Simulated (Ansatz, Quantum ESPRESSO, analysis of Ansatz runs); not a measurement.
# Li5AuO4 (C2/m), nudged elastic band: V_O hop (2.8 Å) (q = +2), part 3 of 4

How high is the barrier when O changes place in Li5AuO4 (C2/m)? The case: V_O hop (2.8 Å), charge +2, in a cell of 80 host atoms with 1 O taken out.

Ansatz 0.2.0; plane-wave PAW DFT, PBEsol; nudged elastic band between two relaxed defect structures at fixed charge in a uniform background.

So far: Set-up; Relaxation of the start point, charge +2; Relaxation of the end point, charge +2.

## Step 4: Nudged elastic band, charge +2

5 movable images are laid between the ends on a pair-potential path, which keeps atoms from colliding in the first guess. Each image feels the true force across the path and a spring force along it. The highest image is set to climb to the top of the path.

This step: plane-wave PAW DFT, PBEsol; nudged elastic band between two relaxed defect structures at fixed charge in a uniform background.

The input, qp2.neb/input.yaml:

```yaml
crystal:
  lattice:
    - [9.40268524, 0.0, -0.02548652]
    - [0.0, 9.40405317, 0.0]
    - [-2.07562506, 0.0, 9.16358709]
  atoms:
    - { symbol: Li, position: [-0.00233035, 0.7915162, 0.24687616] }
    - { symbol: Li, position: [0.2496902, 0.29066385, 0.24742172] }
    - { symbol: Li, position: [0.00206703, 0.28454916, 0.0006056] }
    - { symbol: Li, position: [0.25170757, 0.78212901, 0.00229441] }
    - { symbol: Li, position: [0.00104439, 0.71611973, 1.461e-05] }
    - { symbol: Li, position: [0.25052078, 0.21739268, -0.00192658] }
    - { symbol: Li, position: [-0.00030036, 0.20245195, 0.24980502] }
    - { symbol: Li, position: [0.25098569, 0.70342289, 0.2477389] }
    - { symbol: Li, position: [0.00137946, -0.00163631, -0.00032645] }
    - { symbol: Li, position: [0.24996133, 0.49909742, 0.00048199] }
    - { symbol: Au, position: [0.00056111, 0.49759373, 0.25029752] }
    - { symbol: Au, position: [0.24979996, -9.226e-05, 0.24936054] }
    - { symbol: O, position: [0.12864502, 0.85145705, 0.12605298] }
    - { symbol: O, position: [0.37831851, 0.35284003, 0.1253178] }
    - { symbol: O, position: [0.1188636, 0.34590308, 0.37209948] }
    - { symbol: O, position: [0.37204391, 0.8522478, 0.37549448] }
    - { symbol: O, position: [0.12871932, 0.14532402, 0.1230301] }
    - { symbol: O, position: [0.37821349, 0.64731364, 0.12376048] }
    - { symbol: O, position: [0.12733154, 0.64423151, 0.3791285] }
    - { symbol: O, position: [0.37111795, 0.147494, 0.37518175] }
    - { symbol: Li, position: [-0.00295368, 0.7929556, 0.74866143] }
    - { symbol: Li, position: [0.24685035, 0.29450836, 0.74882863] }
    - { symbol: Li, position: [-0.00309372, 0.28049463, 0.49905794] }
    - { symbol: Li, position: [0.22340607, 0.81294106, 0.47220146] }
    - { symbol: Li, position: [-0.00190466, 0.71116253, 0.49911649] }
    - { symbol: Li, position: [0.24644404, 0.21092623, 0.49720155] }
    - { symbol: Li, position: [-6.206e-05, 0.20743247, 0.75036641] }
    - { symbol: Li, position: [0.23943356, 0.71307237, 0.75868679] }
    - { symbol: Li, position: [-0.00582697, 0.00127391, 0.50089786] }
    - { symbol: Li, position: [0.23133019, 0.4850044, 0.48407475] }
    - { symbol: Au, position: [-2.197e-05, 0.49975666, 0.74977089] }
    - { symbol: Au, position: [0.25203507, -0.00142268, 0.74727993] }
    - { symbol: O, position: [0.13193797, 0.84856493, 0.62405438] }
    - { symbol: O, position: [0.37095055, 0.37021934, 0.62058778] }
    - { symbol: O, position: [0.12154393, 0.35247915, 0.87425766] }
    - { symbol: O, position: [0.37381829, 0.84768225, 0.86738104] }
    - { symbol: O, position: [0.12827268, 0.14542923, 0.62572528] }
    - { symbol: O, position: [0.12054504, 0.64750292, 0.87563746] }
    - { symbol: O, position: [0.37283227, 0.1473986, 0.87099133] }
    - { symbol: Li, position: [0.49885032, 0.79353615, 0.2456494] }
    - { symbol: Li, position: [0.74890146, 0.29369868, 0.25232255] }
    - { symbol: Li, position: [0.50094173, 0.2826138, 0.00372948] }
    - { symbol: Li, position: [0.75526917, 0.78323961, 0.00442294] }
    - { symbol: Li, position: [0.50187159, 0.71259029, 0.00225567] }
    - { symbol: Li, position: [0.75822536, 0.20842915, 0.00962026] }
    - { symbol: Li, position: [0.49987453, 0.20796434, 0.25162529] }
    - { symbol: Li, position: [0.7496262, 0.70619127, 0.25040478] }
    - { symbol: Li, position: [0.50003398, 0.00180528, 0.00286132] }
    - { symbol: Li, position: [0.75548506, 0.50102819, 0.00432438] }
    - { symbol: Au, position: [0.49948641, 0.50053726, 0.24991083] }
    - { symbol: Au, position: [0.75044216, -0.00084202, 0.2491773] }
    - { symbol: O, position: [0.62831888, 0.85239351, 0.12305723] }
    - { symbol: O, position: [0.8780363, 0.35162721, 0.12617042] }
    - { symbol: O, position: [0.62088005, 0.35388294, 0.37558835] }
    - { symbol: O, position: [0.87329976, 0.85209434, 0.3741927] }
    - { symbol: O, position: [0.62692779, 0.1466356, 0.12596975] }
    - { symbol: O, position: [0.8803137, 0.6462747, 0.1271485] }
    - { symbol: O, position: [0.62094614, 0.64840447, 0.37490944] }
    - { symbol: O, position: [0.86981804, 0.14638779, 0.37513737] }
    - { symbol: Li, position: [0.52621534, 0.81470975, 0.77408661] }
    - { symbol: Li, position: [0.75244256, 0.29466109, 0.74914993] }
    - { symbol: Li, position: [0.49712212, 0.28771572, 0.49790383] }
    - { symbol: Li, position: [0.75374192, 0.78240464, 0.50082635] }
    - { symbol: Li, position: [0.50858366, 0.73484675, 0.49021754] }
    - { symbol: Li, position: [0.74726191, 0.21836742, 0.49988924] }
    - { symbol: Li, position: [0.50126571, 0.20735588, 0.75190332] }
    - { symbol: Li, position: [0.75307794, 0.70472822, 0.74967711] }
    - { symbol: Li, position: [0.49920324, 0.00527792, 0.49991711] }
    - { symbol: Li, position: [0.74932884, 0.49966721, 0.49984887] }
    - { symbol: Au, position: [0.5010122, 0.50298879, 0.75310159] }
    - { symbol: Au, position: [0.7480499, 0.00168699, 0.75052292] }
    - { symbol: O, position: [0.62712325, 0.85258637, 0.62539258] }
    - { symbol: O, position: [0.87879494, 0.35251548, 0.62511997] }
    - { symbol: O, position: [0.6257034, 0.35603415, 0.87747234] }
    - { symbol: O, position: [0.87042576, 0.85379459, 0.87352993] }
    - { symbol: O, position: [0.62519031, 0.14993326, 0.62716764] }
    - { symbol: O, position: [0.87794091, 0.64686856, 0.62487264] }
    - { symbol: O, position: [0.62414754, 0.64912552, 0.87492415] }
    - { symbol: O, position: [0.86870594, 0.14799535, 0.87442732] }
total_charge: 2
basis:
  ecutwfc: 420
  xc_grid: 2
hamiltonian:
  xc: pbesol
kpoints:
  mp_grid: { grid: [1, 1, 1], shift: [0.25, 0.25, 0.25] }
scf:
  occupations: { method: fixed }
  max_iter: 120
output:
  forces: true
neb:
  images: 5
  f_tol: 0.04
  climbing: true
  initial_path: idpp
  max_iterations: 45
  order_check: false
  final_atoms:
    - { symbol: Li, position: [-0.00075808, 0.79700267, 0.24972976] }
    - { symbol: Li, position: [0.25123496, 0.29610226, 0.24786646] }
[... 16 atom lines left out ...]
    - { symbol: O, position: [0.11879886, 0.65363617, 0.3720331] }
[... 2 atom lines left out ...]
    - { symbol: Li, position: [0.23920139, 0.28711623, 0.75901653] }
[... 3 atom lines left out ...]
    - { symbol: Li, position: [0.22381289, 0.18706947, 0.47238572] }
[... 1 atom line left out ...]
    - { symbol: Li, position: [0.24649916, 0.70516271, 0.74878496] }
[... 1 atom line left out ...]
    - { symbol: Li, position: [0.23100513, 0.51431682, 0.48396924] }
[... 3 atom lines left out ...]
    - { symbol: O, position: [0.37058639, 0.62862059, 0.62068672] }
[... 27 atom lines left out ...]
    - { symbol: Li, position: [0.50920388, 0.26497037, 0.4896866] }
[... 1 atom line left out ...]
    - { symbol: Li, position: [0.49675911, 0.71183067, 0.49742034] }
[... 1 atom line left out ...]
    - { symbol: Li, position: [0.52637435, 0.18475246, 0.77417831] }
[... 3 atom lines left out ...]
    - { symbol: Au, position: [0.50101761, 0.49642751, 0.75348233] }
[... 3 atom lines left out ...]
    - { symbol: O, position: [0.6244561, 0.35039193, 0.8748568] }
[... 3 atom lines left out ...]
    - { symbol: O, position: [0.62545566, 0.64277847, 0.87709631] }
    - { symbol: O, position: [0.87070644, 0.14544454, 0.87347014] }
```

The run is started by

```bash
$ ansatz run input.yaml --threads 4 --pin off --max-ram 15073MiB --backend cpu --events-out ev --progress --plain --runs-dir out
```

Output:

```text
Warning: neb: disabling space-group detection — the band's intermediate images generally break the endpoint symmetry, so the full k-mesh is solved, and no spatial operation symmetrises the density, except that a semilocal band can use its path's symmetry [...]
[...]
parallel-image band execution: 4 concurrent image workers
NEB image 0
Crystal: 79 atoms, lattice volume = 809.778 Å³
Basis set: ecut = 420 eV, 15817 PW (Γ), exchange–correlation on 128×128×128 points (8 copies of the dense FFT grid, shifted against one another)
Bands: 307, of which v1, the nominal top of the filled ones, is band 228 counted from 1 (227 counted from 0)
Symmetry: 1 space group operations
k-points: 1
[...]
SCF iter   1: F=—  HF=-129618.944656 eV  |F-HF|=—  |Δ(HF+E_count)|=         —  Δρ=2.03e-2  dr2=5.72e0  ethr=1.77e-3  ⟨swp⟩=6.0  Hψ=1020  notcnv=0  defer=74
[...]
SCF iter  15: F=-129617.553825 eV  HF=-129617.553825 eV  |F-HF|=8.44e-9  |Δ(HF+E_count)|=   2.91e-8  Δρ=1.63e-6  dr2=2.09e-8  ethr=2.19e-11  ⟨swp⟩=3.0  Hψ=764  notcnv=0
SCF 1 converged in 15 iterations: F = -129617.553825 eV  dr2 = 2.09e-8
[...]
NEB image 6
SCF iter   1: F=—  HF=-129618.923245 eV  |F-HF|=—  |Δ(HF+E_count)|=         —  Δρ=2.01e-2  dr2=5.59e0  ethr=1.77e-3  ⟨swp⟩=5.0  Hψ=886  notcnv=0  defer=76
[...]
SCF iter  14: F=-129617.538121 eV  HF=-129617.538121 eV  |F-HF|=9.52e-9  |Δ(HF+E_count)|=   1.79e-8  Δρ=2.59e-6  dr2=5.54e-8  ethr=2.19e-11  ⟨swp⟩=2.0  Hψ=770  notcnv=0
SCF 2 converged in 14 iterations: F = -129617.538121 eV  dr2 = 5.54e-8
[...]
NEB end point (image 0): max|allowed force component| = 1.576e-2 eV/Å (the criterion of neb.relax_end_points is 1.000e-2)
NEB end point (image 6): max|allowed force component| = 1.571e-2 eV/Å (the criterion of neb.relax_end_points is 1.000e-2)
NEB image 1
SCF iter   1: F=—  HF=-129618.417170 eV  |F-HF|=—  |Δ(HF+E_count)|=         —  Δρ=1.95e-2  dr2=5.08e0  ethr=1.77e-3  ⟨swp⟩=5.0  Hψ=894  notcnv=0  defer=74
[...]
SCF iter  14: F=-129617.126512 eV  HF=-129617.126512 eV  |F-HF|=4.51e-8  |Δ(HF+E_count)|=   1.89e-8  Δρ=2.78e-6  dr2=6.60e-8  ethr=2.19e-11  ⟨swp⟩=3.0  Hψ=695  notcnv=0
SCF 3 converged in 14 iterations: F = -129617.126512 eV  dr2 = 6.60e-8
NEB image 2
SCF iter   1: F=—  HF=-129617.540287 eV  |F-HF|=—  |Δ(HF+E_count)|=         —  Δρ=1.87e-2  dr2=4.26e0  ethr=1.77e-3  ⟨swp⟩=6.0  Hψ=1019  notcnv=0  defer=76
[...]
SCF iter  13: F=-129616.473459 eV  HF=-129616.473459 eV  |F-HF|=3.20e-8  |Δ(HF+E_count)|=   7.60e-8  Δρ=2.53e-6  dr2=5.89e-8  ethr=2.19e-11  ⟨swp⟩=3.0  Hψ=734  notcnv=0
SCF 4 converged in 13 iterations: F = -129616.473459 eV  dr2 = 5.89e-8
NEB image 3
SCF iter   1: F=—  HF=-129617.105285 eV  |F-HF|=—  |Δ(HF+E_count)|=         —  Δρ=1.78e-2  dr2=3.76e0  ethr=1.77e-3  ⟨swp⟩=6.0  Hψ=1023  notcnv=0  defer=74
[...]
SCF iter  12: F=-129616.187771 eV  HF=-129616.187771 eV  |F-HF|=2.30e-9  |Δ(HF+E_count)|=   7.95e-8  Δρ=2.57e-6  dr2=5.92e-8  ethr=2.19e-11  ⟨swp⟩=3.0  Hψ=767  notcnv=0
SCF 5 converged in 12 iterations: F = -129616.187771 eV  dr2 = 5.92e-8
NEB image 4
SCF iter   1: F=—  HF=-129617.525863 eV  |F-HF|=—  |Δ(HF+E_count)|=         —  Δρ=1.86e-2  dr2=4.21e0  ethr=1.77e-3  ⟨swp⟩=6.0  Hψ=1020  notcnv=0  defer=74
[...]
SCF iter  13: F=-129616.470971 eV  HF=-129616.470971 eV  |F-HF|=3.83e-8  |Δ(HF+E_count)|=   6.98e-8  Δρ=2.65e-6  dr2=6.33e-8  ethr=2.19e-11  ⟨swp⟩=3.0  Hψ=734  notcnv=0
SCF 6 converged in 13 iterations: F = -129616.470971 eV  dr2 = 6.33e-8
NEB image 5
SCF iter   1: F=—  HF=-129618.398228 eV  |F-HF|=—  |Δ(HF+E_count)|=         —  Δρ=1.94e-2  dr2=4.99e0  ethr=1.77e-3  ⟨swp⟩=5.0  Hψ=893  notcnv=0  defer=75
[...]
SCF iter  14: F=-129617.116713 eV  HF=-129617.116713 eV  |F-HF|=7.07e-8  |Δ(HF+E_count)|=   8.66e-9  Δρ=3.26e-6  dr2=9.62e-8  ethr=2.19e-11  ⟨swp⟩=2.0  Hψ=846  notcnv=0
SCF 7 converged in 14 iterations: F = -129617.116713 eV  dr2 = 9.62e-8
NEB iter   1: max|band force component| = 2.315e0 eV/Å  barrier→ = 1.3661 eV  barrier← = 1.3503 eV  Δτ_max = 0.1415 Å  (95 SCF iters)
NEB image 1
[...]
iter 1 solved again at ethr=4.12e-5 eV; its pass at ethr=3.10e-3 eV (dr2=1.88e-1 eV) is discarded
[...]
SCF iter  11: F=-129617.307276 eV  HF=-129617.307276 eV  |F-HF|=1.38e-8  |Δ(HF+E_count)|=   6.77e-8  Δρ=3.16e-6  dr2=7.57e-8  ethr=2.19e-11  ⟨swp⟩=3.0  Hψ=767  notcnv=0
SCF 8 converged in 11 iterations: F = -129617.307276 eV  dr2 = 7.57e-8
NEB image 2
[...]
SCF iter  11: F=-129616.921112 eV  HF=-129616.921112 eV  |F-HF|=3.44e-8  |Δ(HF+E_count)|=   1.13e-7  Δρ=3.24e-6  dr2=8.99e-8  ethr=2.19e-11  ⟨swp⟩=3.0  Hψ=767  notcnv=0
SCF 9 converged in 11 iterations: F = -129616.921112 eV  dr2 = 8.99e-8
NEB image 3
[...]
SCF iter  11: F=-129616.771103 eV  HF=-129616.771103 eV  |F-HF|=4.41e-8  |Δ(HF+E_count)|=   1.17e-7  Δρ=3.24e-6  dr2=8.84e-8  ethr=2.19e-11  ⟨swp⟩=3.0  Hψ=767  notcnv=0
SCF 10 converged in 11 iterations: F = -129616.771103 eV  dr2 = 8.84e-8
NEB image 4
[...]
SCF iter  11: F=-129616.917541 eV  HF=-129616.917541 eV  |F-HF|=4.13e-8  |Δ(HF+E_count)|=   1.14e-7  Δρ=3.33e-6  dr2=9.70e-8  ethr=2.19e-11  ⟨swp⟩=3.0  Hψ=767  notcnv=0
SCF 11 converged in 11 iterations: F = -129616.917541 eV  dr2 = 9.70e-8
NEB image 5
[...]
SCF iter  11: F=-129617.294987 eV  HF=-129617.294987 eV  |F-HF|=2.26e-8  |Δ(HF+E_count)|=   7.32e-8  Δρ=2.79e-6  dr2=6.27e-8  ethr=2.19e-11  ⟨swp⟩=3.0  Hψ=767  notcnv=0
SCF 12 converged in 11 iterations: F = -129617.294987 eV  dr2 = 6.27e-8
NEB iter   2: max|band force component| = 4.684e-1 eV/Å  barrier→ = 0.7827 eV  barrier← = 0.7670 eV  CI = image 3  Δτ_max = 0.0568 Å  (55 SCF iters)
NEB image 1
[...]
SCF iter  10: F=-129617.346102 eV  HF=-129617.346102 eV  |F-HF|=4.56e-8  |Δ(HF+E_count)|=   3.73e-8  Δρ=3.28e-6  dr2=9.94e-8  ethr=2.19e-11  ⟨swp⟩=3.0  Hψ=767  notcnv=0
SCF 13 converged in 10 iterations: F = -129617.346102 eV  dr2 = 9.94e-8
NEB image 2
[...]
SCF iter  10: F=-129616.974995 eV  HF=-129616.974995 eV  |F-HF|=1.17e-8  |Δ(HF+E_count)|=   7.67e-8  Δρ=1.74e-6  dr2=2.63e-8  ethr=2.19e-11  ⟨swp⟩=3.0  Hψ=767  notcnv=0
SCF 14 converged in 10 iterations: F = -129616.974995 eV  dr2 = 2.63e-8
NEB image 3
[...]
SCF 56 converged in 8 iterations: F = -129616.995190 eV  dr2 = 8.16e-8
NEB image 5
[...]
SCF iter   9: F=-129617.299956 eV  HF=-129617.299956 eV  |F-HF|=3.93e-9  |Δ(HF+E_count)|=   3.74e-9  Δρ=8.18e-7  dr2=5.85e-9  ethr=2.19e-11  ⟨swp⟩=3.0  Hψ=767  notcnv=0
SCF 57 converged in 9 iterations: F = -129617.299956 eV  dr2 = 5.85e-9
NEB image 1
[...]
NEB image 2
[...]
NEB image 4
[...]
NEB image 5
[...]
NEB image 3
[...]
NEB iter  11: max|band force component| = 3.291e-2 eV/Å  barrier→ = 0.6371 eV  barrier← = 0.6214 eV  CI = image 3  Δτ_max = 0.0000 Å  (44 SCF iters)
SCF converged after 9 iterations
Free energy (F): -129616.916711 eV
[...]
Internal energy: -129616.916711 eV  (E = F + TS)
E sigma→0 (E₀):  -129616.916711 eV
Fermi energy:    5.400758 eV
[...]
--- Forces (eV/Å), atoms counted from 1 ---
  atom   1  Li    -0.00007782    -0.00098167     0.00066171
  atom   2  Li    -0.00205943    -0.00185208    -0.00076111
  [... 16 atoms left out ...]
  atom  19  O     -0.00273289    -0.00279396     0.00062324
  [... 2 atoms left out ...]
  atom  22  Li     0.00161424     0.00190846    -0.00451615
  [... 3 atoms left out ...]
  atom  26  Li     0.00136515    -0.00035423     0.00294933
  [... 1 atom left out ...]
  atom  28  Li     0.00135227    -0.00147591    -0.00440821
  [... 1 atom left out ...]
  atom  30  Li    -0.01390543     0.00004321    -0.02349342
  [... 3 atoms left out ...]
  atom  34  O      0.01439188     0.00033903     0.03291461
  [... 27 atoms left out ...]
  atom  62  Li     0.00445989    -0.01269618    -0.00304297
  [... 1 atom left out ...]
  atom  64  Li     0.00455201     0.01249862    -0.00319678
  [... 1 atom left out ...]
  atom  66  Li    -0.00035450     0.00156100    -0.00101567
  [... 3 atoms left out ...]
  atom  70  Au     0.00137632    -0.00080500     0.00460284
  [... 9 atoms left out ...]
  max |Σ_I F_I| component: 6.37e-5 eV/Å
--- Band table (eV) ---
[...]
this run last wrote the band of iteration 11 to <dir>
--- NEB band (7 images, 11 band iterations, 563 SCF iterations) ---
  forward barrier  = 0.637113 eV
  backward barrier = 0.621410 eV
  climbing image's point = of an order that was not read
  energies are F+E_penalty+E_count in eV, relative to image 0
  image     s (Å)  Δ vs image 0  max|band force component| (eV/Å)
      0    0.0000      0.000000                                 —
      1    0.5671      0.246400                          1.881e-2
      2    1.1342      0.558516                          2.981e-2
  *   3    1.7012      0.637113                          3.291e-2
      4    2.2678      0.558635                          2.893e-2
      5    2.8344      0.253868                          1.722e-2
      6    3.4010      0.015704                                 —
  climbing-image geometry (image 3):
  cell:  # Å, volume = 809.7776 Å³
    - [9.40268524, 0.0, -0.02548652]
    - [0.0, 9.40405317, 0.0]
    - [-2.07562506, 0.0, 9.16358709]
  atoms:
    - { symbol: Li, position: [-0.003550, 0.795614, 0.247657] }
    - { symbol: Li, position: [0.249813, 0.294953, 0.248981] }
    - { symbol: Li, position: [0.002683, 0.283681, 0.001081] }
    - { symbol: Li, position: [0.252863, 0.782409, 0.002810] }
    - { symbol: Li, position: [0.002766, 0.715719, 0.001014] }
    - { symbol: Li, position: [0.252671, 0.217086, 0.002860] }
    - { symbol: Li, position: [-0.003625, 0.203876, 0.247766] }
    - { symbol: Li, position: [0.249922, 0.704509, 0.248873] }
    - { symbol: Li, position: [0.001529, -0.000254, -0.000160] }
    - { symbol: Li, position: [0.248409, 0.499737, 0.003138] }
    - { symbol: Au, position: [-0.001217, 0.499731, 0.250229] }
    - { symbol: Au, position: [0.250435, -0.000272, 0.250493] }
    - { symbol: O, position: [0.129066, 0.853161, 0.125492] }
    - { symbol: O, position: [0.376618, 0.352466, 0.125744] }
    - { symbol: O, position: [0.117068, 0.346727, 0.374822] }
    - { symbol: O, position: [0.371976, 0.850782, 0.377380] }
    - { symbol: O, position: [0.129030, 0.146329, 0.125647] }
    - { symbol: O, position: [0.376868, 0.647132, 0.125712] }
    - { symbol: O, position: [0.117185, 0.652761, 0.374741] }
    - { symbol: O, position: [0.371856, 0.148656, 0.377521] }
    - { symbol: Li, position: [-0.002174, 0.792716, 0.749951] }
    - { symbol: Li, position: [0.240920, 0.286904, 0.757972] }
    - { symbol: Li, position: [-0.007378, 0.282129, 0.498637] }
    - { symbol: Li, position: [0.224353, 0.810811, 0.474785] }
    - { symbol: Li, position: [-0.007404, 0.717444, 0.498470] }
    - { symbol: Li, position: [0.224246, 0.188732, 0.474887] }
    - { symbol: Li, position: [-0.002323, 0.206767, 0.750039] }
    - { symbol: Li, position: [0.240955, 0.712541, 0.757769] }
    - { symbol: Li, position: [-0.010198, -0.000225, 0.502514] }
    - { symbol: Li, position: [0.210013, 0.499760, 0.477222] }
    - { symbol: Au, position: [0.000202, 0.499724, 0.749652] }
    - { symbol: Au, position: [0.253567, -0.000261, 0.747501] }
    - { symbol: O, position: [0.131436, 0.850583, 0.625349] }
    - { symbol: O, position: [0.401338, 0.499763, 0.553196] }
    - { symbol: O, position: [0.121159, 0.352022, 0.875714] }
    - { symbol: O, position: [0.374578, 0.848080, 0.868761] }
    - { symbol: O, position: [0.131408, 0.149007, 0.625576] }
    - { symbol: O, position: [0.121278, 0.647439, 0.875634] }
    - { symbol: O, position: [0.374501, 0.151284, 0.869038] }
    - { symbol: Li, position: [0.500531, 0.792767, 0.250639] }
    - { symbol: Li, position: [0.749656, 0.292583, 0.251542] }
    - { symbol: Li, position: [0.502365, 0.289605, 0.007709] }
    - { symbol: Li, position: [0.759308, 0.786836, 0.009253] }
    - { symbol: Li, position: [0.502374, 0.709939, 0.007402] }
    - { symbol: Li, position: [0.759169, 0.212588, 0.009373] }
    - { symbol: Li, position: [0.500338, 0.206733, 0.250812] }
    - { symbol: Li, position: [0.749718, 0.706923, 0.251382] }
    - { symbol: Li, position: [0.499409, -0.000268, 0.005007] }
    - { symbol: Li, position: [0.757620, 0.499731, 0.011408] }
    - { symbol: Au, position: [0.501250, 0.499744, 0.248366] }
    - { symbol: Au, position: [0.748932, -0.000241, 0.248991] }
    - { symbol: O, position: [0.627112, 0.852535, 0.122622] }
    - { symbol: O, position: [0.880195, 0.351365, 0.126944] }
    - { symbol: O, position: [0.623823, 0.352088, 0.372061] }
    - { symbol: O, position: [0.869969, 0.853709, 0.375692] }
    - { symbol: O, position: [0.626944, 0.146980, 0.122845] }
    - { symbol: O, position: [0.880332, 0.648113, 0.126925] }
    - { symbol: O, position: [0.624022, 0.647317, 0.372025] }
    - { symbol: O, position: [0.869915, 0.145801, 0.375894] }
    - { symbol: Li, position: [0.525321, 0.808944, 0.776330] }
    - { symbol: Li, position: [0.755228, 0.294942, 0.752171] }
    - { symbol: Li, position: [0.497377, 0.295754, 0.491390] }
    - { symbol: Li, position: [0.745266, 0.781803, 0.499741] }
    - { symbol: Li, position: [0.497360, 0.703696, 0.491143] }
    - { symbol: Li, position: [0.745080, 0.217634, 0.499808] }
    - { symbol: Li, position: [0.525218, 0.190572, 0.776597] }
    - { symbol: Li, position: [0.755368, 0.704525, 0.752020] }
    - { symbol: Li, position: [0.498125, -0.000233, 0.502863] }
    - { symbol: Li, position: [0.749392, 0.499727, 0.497911] }
    - { symbol: Au, position: [0.521701, 0.499764, 0.741823] }
    - { symbol: Au, position: [0.746265, -0.000288, 0.751437] }
    - { symbol: O, position: [0.623241, 0.848007, 0.628651] }
    - { symbol: O, position: [0.877701, 0.352387, 0.625850] }
    - { symbol: O, position: [0.628361, 0.360954, 0.886001] }
    - { symbol: O, position: [0.869752, 0.852689, 0.874352] }
    - { symbol: O, position: [0.623129, 0.151538, 0.628963] }
    - { symbol: O, position: [0.877876, 0.647100, 0.625777] }
    - { symbol: O, position: [0.628676, 0.638524, 0.885832] }
    - { symbol: O, position: [0.869568, 0.146739, 0.874553] }
```

It took 17 min on 4 threads of Arm Neoverse V2, shared host; peak memory 4.9 GiB; 44 min of CPU time.

(Part 3 of 4 ends here.)

[Long decimals in the printed logs are rounded to 6 places.]

[Repeated set-up lines and some long k-point lines are left out of the logs, and relaxed atomic positions are cut to six decimals.]

[Logs are printed without paths, hosts, clocks, repeated set-up lines and the standing remarks that a program may print on its own settings, such as how far it seeks lower states.]

[Hosts, paths, dates, database ids (printed as entryN), source tags and the programs' standing remarks are cut or masked in the printed files.]
